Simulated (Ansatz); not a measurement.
## What Sc (model cell, started as body-centred cubic) distorts into

Which phase does Sc (model cell, started as body-centred cubic) fall into along its unstable mode, and how much energy does it gain?

Main program and level: Ansatz 0.2.0; DFT PBEsol, scalar-relativistic, plane waves, PAW; PAW set soft_1.

This is a report of a sequence of runs, with most program output left out.

This is not the structure that Sc takes at ambient pressure and room temperature (hexagonal, No. 194); it is a model or a phase of other conditions.

### Step 1. Set-up

Symmetry: Im-3m, No. 229, cubic system. The conventional cell has a = 3.626 Å, b = 3.626 Å, c = 3.626 Å, α = 90.00°, β = 90.00°, γ = 90.00°. Nearest to Sc lie 8 Sc at 3.14 Å.

### Step 2. Response at finite wavevector

The cell comes from relaxations at this level that are not shown. Stability and thermal properties need the whole zone. Linear response on a 4×4×4 q mesh gives force constants as far as a supercell of that size would.

The input, input.yaml:

```yaml
crystal:
  lattice:
    - [-1.8132278844, 1.8132278844, 1.8132278844]
    - [1.8132278844, -1.8132278844, 1.8132278844]
    - [1.8132278844, 1.8132278844, -1.8132278844]
  atoms:
    - { symbol: Sc, position: [0.0, 0.0, 0.0] }
kpoints:
  mp_grid: { grid: [16, 16, 16] }
hamiltonian:
  xc: pbesol
  pseudopotentials: { kind: paw, azcp: { folder: soft_1 }, xc_functional: pbe }
scf:
  occupations: { method: methfessel_paxton, width: 0.2 }
output:
  eigenvalues: true
phonons:
  method: dfpt
  qmesh: [4, 4, 4]
  temperatures: { t_max: 1000, t_step: 50 }
  qpath:
    path:
      - [[0.0, 0.0, 0.0], [0.5, -0.5, 0.5], [0.0, 0.0, 0.5], [0.0, 0.0, 0.0], [0.25, 0.25, 0.25], [0.5, -0.5, 0.5]]
      - [[0.25, 0.25, 0.25], [0.0, 0.0, 0.5]]
    npoints: 10
```

The run is started by

```console
> ansatz run input.yaml --threads 8 --pin off --max-ram 16384MiB --backend cpu --events-out ev --progress --plain --runs-dir out
```

Elapsed: 49 s, on 8 threads of Arm Neoverse V2, shared host; peak memory 2.4 GiB; 5.8 min of CPU time.

This step gave:

- volume per atom: 23.85 Å³
- gap on the k-mesh: 0 eV
- sum-rule residual before enforcement: 9.25e-6 eV/Å²
- lowest frequency on the path: -96.88 cm⁻¹
- highest frequency on the path or at a solved wavevector: 222.8 cm⁻¹
- lowest mode on the q mesh (acoustic modes at Γ apart): -96.88 cm⁻¹

Frequencies (cm⁻¹) solved at each irreducible wavevector; negative means imaginary. Frequencies by wavevector, by row:

| q in reciprocal lattice units | star | mode 1 | mode 2 | mode 3 |
| --- | --- | --- | --- | --- |
| 0 0 0 | 1 | 0 | 0 | 0 |
| 0 0 0.25 | 12 | -54.9 | 84.2 | 140.1 |
| 0 0 -0.5 | 6 | -96.9 | 134.9 | 190.8 |
| 0 0.25 0.25 | 24 | -63.3 | 149.2 | 188.8 |
| 0.25 0.25 0.25 | 2 | 158.4 | 158.4 | 158.4 |
| 0.25 0.25 -0.25 | 6 | 69.8 | 128.8 | 128.8 |
| 0.25 -0.5 -0.5 | 12 | 98.3 | 179 | 208.3 |
| -0.5 -0.5 -0.5 | 1 | 222.8 | 222.8 | 222.8 |

Interpolated from a 4×4×4 q mesh. Phonon branches along the path, in cm⁻¹:

| point | branch 1 | branch 2 | branch 3 |
| --- | --- | --- | --- |
| Γ | 0 | 0 | 0 |
| halfway | 70 | 129 | 129 |
| H | 223 | 223 | 223 |
| halfway | 98 | 179 | 208 |
| N | -97 | 135 | 191 |
| halfway | -55 | 84 | 140 |
| Γ | 0 | 0 | 0 |
| halfway | 61 | 61 | 172 |
| P | 158 | 158 | 158 |
| halfway | -19 | 195 | 195 |
| H | 223 | 223 | 223 |
| jump to P | 158 | 158 | 158 |
| halfway | 26 | 156 | 190 |
| N | -97 | 135 | 191 |

Symmetry leaves 8 wavevectors to solve. The lowest mode among them, the acoustic zeros apart, lies at q = (0, 0, -0.5) and is imaginary, 96.9i cm⁻¹, so the energy falls along it.

### Step 3. The mode frozen in, largest atomic shift 0 Å

The mode followed lies at q = (0, 0.25, 0.25) with frequency 63.3i cm⁻¹, one of the unstable modes though not the softest. At small amplitude the distorted cell has space group no. 11 by a symmetry search on the positions. The undistorted cell that holds it gives the zero of energy on the same k mesh.

System of this step: Sc (model cell, started as body-centred cubic). Symmetry: Im-3m, No. 229, cubic system. Conventional cell: a = 3.626 Å, b = 3.626 Å, c = 3.626 Å, α = 90.00°, β = 90.00°, γ = 90.00°. Nearest to Sc lie 8 Sc at 3.14 Å.

input.yaml, the sections that differ from step 2:

```yaml
crystal:
  lattice:
    - [-1.8132278844, 1.8132278844, 1.8132278844]
    - [0.0, -3.6264557688, 3.6264557688]
    - [5.4396836532, 1.8132278844, 1.8132278844]
  atoms:
    - { symbol: Sc, position: [0.0, 0.0, 0.0] }
    - { symbol: Sc, position: [0.75, 0.5, 0.25] }
    - { symbol: Sc, position: [0.5, 0.0, 0.5] }
    - { symbol: Sc, position: [0.25, 0.5, 0.75] }
kpoints:
  mp_grid: { grid: [14, 8, 8] }
output:
  forces: true
  stress: true
  eigenvalues: true
# hamiltonian, scf: as in step 2
# phonons: removed
```

Wall time 5.9 s (8 threads); peak memory 0.97 GiB.

This step gave:

```yaml
pressure: -1.80e-5 GPa
energy_from_the_undistorted_cell: 0 meV/atom
```

The run ends at a pressure of 0.00 GPa.

### Step 4. The mode frozen in, largest atomic shift 0.14 Å

The atoms are moved along the unstable eigenvector, the largest shift by 0.14 Å, with the cell fixed.

input.yaml, the sections that differ from step 3:

```yaml
crystal:
  lattice:
    - [-1.8132278844, 1.8132278844, 1.8132278844]
    - [0.0, -3.6264557688, 3.6264557688]
    - [5.4396836532, 1.8132278844, 1.8132278844]
  atoms:
    - { symbol: Sc, position: [0.0410520842, 0.0, -0.0060790596] }
    - { symbol: Sc, position: [0.7089479158, 0.5, 0.2560790596] }
    - { symbol: Sc, position: [0.4589479158, 0.0, 0.5060790596] }
    - { symbol: Sc, position: [0.2910520842, 0.5, 0.7439209404] }
# kpoints, hamiltonian, scf, output: as in step 3
```

It took 5.2 s on 8 threads; peak memory 0.85 GiB; 39 s of CPU time.

This step gave:

```
pressure                         : -0.1423 GPa
energy from the undistorted cell : -2.809 meV/atom
```

The energy, extrapolated to zero smearing, is -2.81 meV/atom against the undistorted cell.

The run ends at a pressure of -0.14 GPa, with forces up to 0.17 eV/Å.

### Step 5. Energy along the mode, all amplitudes (two of the runs are shown above)

An imaginary frequency means negative curvature, so the energy should fall and then rise again as anharmonic terms take over.

This step gave:

```
depth at the lowest point sampled  : 2.809 meV/atom
largest atomic shift at that point : 0.14 Å
```

Table of energy from the parent by largest atomic shift:

| largest atomic shift (Å) | energy from the parent (meV/atom) |
| --- | --- |
| 0.000 | 0 |
| 0.040 | -0.456 |
| 0.080 | -1.51 |
| 0.140 | -2.81 |
| 0.220 | -0.557 |
| 0.320 | 15.7 |

Displacement at unit largest shift by atom:

| atom | x (Å) | y (Å) | z (Å) | size |
| --- | --- | --- | --- | --- |
| Sc1 | -0.77 | 0.45 | 0.45 | 1.00 |
| Sc2 | 0.77 | -0.45 | -0.45 | 1.00 |
| Sc3 | 0.77 | -0.45 | -0.45 | 1.00 |
| Sc4 | -0.77 | 0.45 | 0.45 | 1.00 |

The lowest of the steps tried is at 0.14 Å, 2.81 meV/atom below the parent; the bottom of the well need not coincide with a step.

### Step 6. Relaxation from the frozen mode

Starting from the lowest point found, all atoms and the cell are let go, so that strain and other modes of the same symmetry can join in.

Changes to input.yaml since step 4:

```diff
@@ -21 +21,10 @@
   eigenvalues: true
+  write_density: true
+  write_potential: true
+  elf: true
+  volumetric_format: npy
+relax:
+  adjacent_minimum: "off"
+  f_tol: 0.002
+  max_steps: 120
+  cell: { stress_tol: 0.03 }
```

Elapsed: 53 s, on 8 threads; peak memory 0.92 GiB.

The steps of the relaxation:

| step | energy less that of the first step (eV) | largest force component (eV/Å) | pressure (GPa) | volume (Å³) |
| --- | --- | --- | --- | --- |
| 1 | 0.0000 | 0.1103 | -0.14 | 95.38 |
| 2 | -0.0602 | 0.2048 | -0.18 | 95.15 |
| 3 | -0.2082 | 0.1405 | -0.58 | 95.29 |
| 4 | -0.1684 | 0.4266 | 1.73 | 92.70 |
| 5 | -0.2435 | 0.0622 | 0.54 | 93.40 |
| 6 | -0.2546 | 0.0552 | 0.20 | 94.20 |
| 7 | -0.2560 | 0.0482 | -0.07 | 94.57 |
| 8 | -0.2591 | 0.0025 | 0.00 | 94.45 |
| 9 | -0.2591 | 0.0009 | 0.01 | 94.42 |
| 10* | -0.2591 | 0.0009 | 0.01 | 94.42 |

Relaxation steps marked * repeat the geometry before them on a plane-wave basis chosen anew for their cell, so energy and pressure can jump there. Relaxation step 4 was tried and not accepted.

The run keeps the 4 symmetry operations that it works with, so distortions that break them were not tested.

| cell as run | before | after | change |
| --- | --- | --- | --- |
| a (Å) | 3.141 | 3.211 | +2.2 % |
| b (Å) | 5.129 | 4.980 | -2.9 % |
| c (Å) | 6.014 | 6.119 | +1.8 % |
| β (°) | 100.02 | 105.22 | +5.2 % |
| volume (Å³/atom) | 23.85 | 23.61 | -1.0 % |

The atoms that moved most (Å, as changes of fractional coordinates times the final cell):

| atom | dx | dy | dz | length |
| --- | --- | --- | --- | --- |
| Sc4 | -0.235 | 0.284 | 0.284 | 0.465 |
| Sc3 | 0.235 | -0.284 | -0.284 | 0.465 |
| Sc1 | -0.134 | -0.020 | -0.020 | 0.136 |
| Sc2 | 0.134 | 0.020 | 0.020 | 0.136 |

This step gave:

| Item | Value |
| --- | --- |
| pressure | 0.009984 GPa |
| volume per atom | 23.61 Å³ |

Electrostatic potential energy in the bc plane of the conventional cell at fractional x = 0.000, with atoms of Sc within 0.2 Å of it. With pseudopotentials it is smooth inside the atoms' cores, unlike the true potential.

Ten even steps from '0' (-45 eV) to '9' (13 eV), each cell a mean:
```
877789999877899999999999999999998
632478997523589999999999999999998
400158986200268999999999999999997
400158986200268999999999999999997
632478997522579999999999999999998
876789999877899999999999999999998
889999999999999999999888999999888
899999999999999999997556799987556
799999999999999999985202589874103
689999999999999999974000479862001
799999999999999999985101589873103
899999999999999999997545799987546
899999999999999999999888999998888
```
Columns run along b (11.8 Å; values clipped at the 3rd and 97th percentile), rows up along c (5.0 Å), edges of the conventional cell, whose origin can differ from the input's. Atoms in or near the plane, at fractional coordinates: Sc at (0.33, 0.75), Sc at (0.67, 0.25), Sc at (0.06, 0.75), Sc at (0.94, 0.25).

ELF in the bc plane of the conventional cell at fractional x = 0.000, with atoms of Sc within 0.2 Å of it. It is the smooth field of the valence electrons, not physical close to the nuclei.

Values, 7 rows by 16 columns, each cell a mean:
```
0.31 0.40 0.25 0.32 0.27 0.41 0.22 0.60 0.65 0.43 0.43 0.51 0.51 0.55 0.60 0.27
0.52 0.43 0.28 0.12 0.51 0.38 0.36 0.35 0.35 0.25 0.62 0.71 0.36 0.33 0.65 0.30
0.43 0.50 0.22 0.23 0.37 0.51 0.25 0.52 0.56 0.38 0.53 0.62 0.47 0.49 0.66 0.29
0.15 0.34 0.51 0.53 0.30 0.21 0.33 0.71 0.76 0.36 0.18 0.21 0.42 0.47 0.29 0.18
0.26 0.65 0.49 0.38 0.63 0.64 0.36 0.41 0.52 0.23 0.52 0.51 0.18 0.19 0.50 0.52
0.29 0.64 0.43 0.32 0.65 0.68 0.32 0.33 0.45 0.24 0.48 0.52 0.17 0.18 0.51 0.49
0.17 0.46 0.57 0.54 0.42 0.32 0.39 0.67 0.72 0.30 0.25 0.24 0.34 0.37 0.28 0.26
```
Columns run along b (11.8 Å), rows up along c (5.0 Å), edges of the conventional cell, whose origin can differ from the input's. Atoms in or near the plane, at fractional coordinates: Sc at (0.33, 0.75), Sc at (0.67, 0.25), Sc at (0.06, 0.75), Sc at (0.94, 0.25).

Valence density in the bc plane of the conventional cell at fractional x = 0.000, with atoms of Sc within 0.2 Å of it. It is the smooth field of the valence electrons, not physical close to the nuclei.

Ten steps, logarithmic in the rise over the least value, from '0' (0.1 e/Å³) to '9' (8.5 e/Å³), each cell a mean:
```
133210000233200000000000000000000
477631002577520000000000000000001
699851004899740000000000000000012
699851004899841000000000000000012
478631002677520000000000000000001
134310000233200000000000000000000
001100000000000000000111000001111
100000000000000000002565200013554
310000000000000000015898510036897
410000000000000000026999620048998
310000000000000000015898510037897
100000000000000000002565200014664
001100000000000000000111000001221
```
Columns run along b (11.8 Å), rows up along c (5.0 Å), edges of the conventional cell, whose origin can differ from the input's. Atoms in or near the plane, at fractional coordinates: Sc at (0.33, 0.75), Sc at (0.67, 0.25), Sc at (0.06, 0.75), Sc at (0.94, 0.25).

The distorted start has space group P2_1/m; the relaxation ends in Cmcm.

### Step 7. The new phase in its own primitive cell

The relaxed structure is symmetrised, reduced to its primitive cell and relaxed tightly, as its phonons need.

input.yaml, the sections that differ from step 6:

```yaml
crystal:
  lattice:
    - [1.6054092876, -5.9046237642, 0.0]
    - [1.6054092876, 5.9046237642, 0.0]
    - [0.0, 0.0, 4.980420807]
  atoms:
    - { symbol: Sc, position: [0.6741715083, 0.3258284917, 0.75] }
    - { symbol: Sc, position: [0.3258284917, 0.6741715083, 0.25] }
    - { symbol: Sc, position: [0.935478002, 0.064521998, 0.75] }
    - { symbol: Sc, position: [0.064521998, 0.935478002, 0.25] }
kpoints:
  mp_grid: { grid: [14, 14, 8] }
output:
  forces: true
  stress: true
  eigenvalues: true
relax:
  adjacent_minimum: "off"
  f_tol: 0.001
  max_steps: 60
  cell: { stress_tol: 0.01 }
# hamiltonian, scf: as in step 6
```

Run time: 16 s. Hardware: 8 threads; peak memory 0.92 GiB; 2.1 min of CPU time.

Little changed from the start: no atom moved by 0.005 Å and no cell edge by 0.1 %.

Numbers from this step:

```yaml
pressure: 3.11e-4 GPa
```

The largest force component left is 0.27 meV/Å and the pressure is 0.000 GPa, within the tolerances set. The cell now holds 23.61 Å³/atom.

### Step 8. Modes of the new phase, k-mesh 14×14×8

A relaxed structure may still be a saddle point, so its zone-centre modes are computed. No field response is asked, since the mesh shows no gap.

input.yaml, the sections that differ from step 7:

```yaml
crystal:
  lattice:
    - [1.6054245369, -5.9048015295, 0.0]
    - [1.6054245369, 5.9048015295, 0.0]
    - [0.0, 0.0, 4.9810748611]
  atoms:
    - { symbol: Sc, position: [0.6740484161, 0.3259515839, 0.75] }
    - { symbol: Sc, position: [0.3259515839, 0.6740484161, 0.25] }
    - { symbol: Sc, position: [0.9353568872, 0.0646431128, 0.75] }
    - { symbol: Sc, position: [0.0646431128, 0.9353568872, 0.25] }
output:
  eigenvalues: true
phonons:
  method: dfpt
# kpoints, hamiltonian, scf: as in step 7
# relax: removed
```

Elapsed: 86 s, on 8 threads; peak memory 2.9 GiB; 10 min of CPU time.

This step gave:

| Item | Value |
| --- | --- |
| sum-rule residual before enforcement | 9.97e-5 eV/Å² |
| point group | mmm |
| highest optical mode at the zone centre (no LO-TO term) | 238.7 cm⁻¹ |
| lowest optical zone-centre mode | 105.3 cm⁻¹ |

Patterns of degenerate modes are one choice out of their space. Modes at Γ:

| mode | frequency (cm⁻¹) | symmetry |
| --- | --- | --- |
| 1 | 0.0 | acoustic |
| 2 | 0.0 | acoustic |
| 3 | 0.0 | acoustic |
| 4 | 105.3 | B1g |
| 5 | 120.4 | Ag |
| 6 | 131.3 | B3g |
| 7 | 154.8 | B1g |
| 8 | 171.9 | B3u |
| 9 | 194.2 | B1u |
| 10 | 209.0 | Ag |
| 11 | 220.5 | B2u |
| 12 | 238.7 | B3g |

Displacements in mode 4 (105.3 cm⁻¹), the largest set to 1:
```
Sc1  0.39  0.00  0.00
Sc2 -0.39  0.00  0.00
Sc3 -1.00  0.00  0.00
Sc4  1.00  0.00  0.00
```

Displacements in mode 11 (220.5 cm⁻¹), the largest set to 1:
```
Sc1  0.00  1.00  0.00
Sc2  0.00  1.00  0.00
Sc3  0.00 -1.00  0.00
Sc4  0.00 -1.00  0.00
```

Before it was imposed, the acoustic sum rule was missed by 1.0e-4 eV/Å². Small misses are needed for a sound result but don't prove that mesh and cutoff are converged. The lowest optical mode is real, 105 cm⁻¹.

### Step 9. The phases reached

The phases reached along the modes that were followed are set side by side.

Energies are those of the first relaxation, on the mesh of the frozen mode; space group, volume and gap are those of the last relaxation. Phases, by row:

| mode frozen in | space group | energy from parent (meV/atom) | volume (Å³/atom) | gap on mesh (eV) | lowest zone-centre optical mode (cm⁻¹) | largest shift (Å) |
| --- | --- | --- | --- | --- | --- | --- |
| parent | Im-3m | 0 | 23.85 | 0 | – | – |
| q = (0, 0, -0.5), 97i cm⁻¹ | P6_3/mmc | -111.5 | 23.63 | 0 | 135.1 | 0.473 |
| q = (0, 0.25, 0.25), 63i cm⁻¹ | Cmcm | -67.2 | 23.61 | 0 | 105.3 | 0.603 |

### Step 10. What came out

| Property | Result |
| --- | --- |
| unstable mode of the parent | q = (0, 0.25, 0.25), 63i cm⁻¹ |
| depth at the lowest point sampled | 2.81 meV/atom |
| largest atomic shift at that point | 0.14 Å |
| space group reached (within 0.01 Å) | Cmcm |
| energy gained over the parent (first relaxation, on the mesh of the frozen mode) | 67.2 meV/atom |
| volume per atom, phase reached | 23.6 Å³ |
| lowest optical zone-centre mode, phase reached | 105 cm⁻¹ |
| highest optical mode at the zone centre (no LO-TO term), phase reached | 239 cm⁻¹ |

In words: Along this mode the structure falls into Cmcm, 67.2 meV/atom below the parent. At the parent's cell the well is 2.809 meV/atom deep on the steps tried, with its lowest point at a shift of 0.14 Å. Relaxing atoms and cell changes the gain by +64.39 meV/atom against the lowest step (energies at zero smearing). Most of the total comes from this relaxation. The new phase has no imaginary mode at the zone centre of its cell; other wavevectors were not checked. Of the 2 patterns followed to their end from this parent, this one ends 44.3 meV/atom above the lowest, P6_3/mmc. Each path keeps the symmetry of its pattern, so a lower phase may lie along a pattern not tried. With no gap, or one that is small against the smearing, the frequencies hang on the k mesh and the smearing, most of all near Kohn anomalies. The PAW files were made for PBE and serve the other functionals too. The starting cell was built on a prototype and not taken from a measurement, so the phase need not exist.

[Logs are printed without paths, hosts, clocks, repeated set-up lines and the standing remarks that a program may print on its own settings, such as how far it seeks lower states.]

[Hosts, paths, dates, database ids (printed as entryN), source tags and the programs' standing remarks are cut or masked in the printed files.]
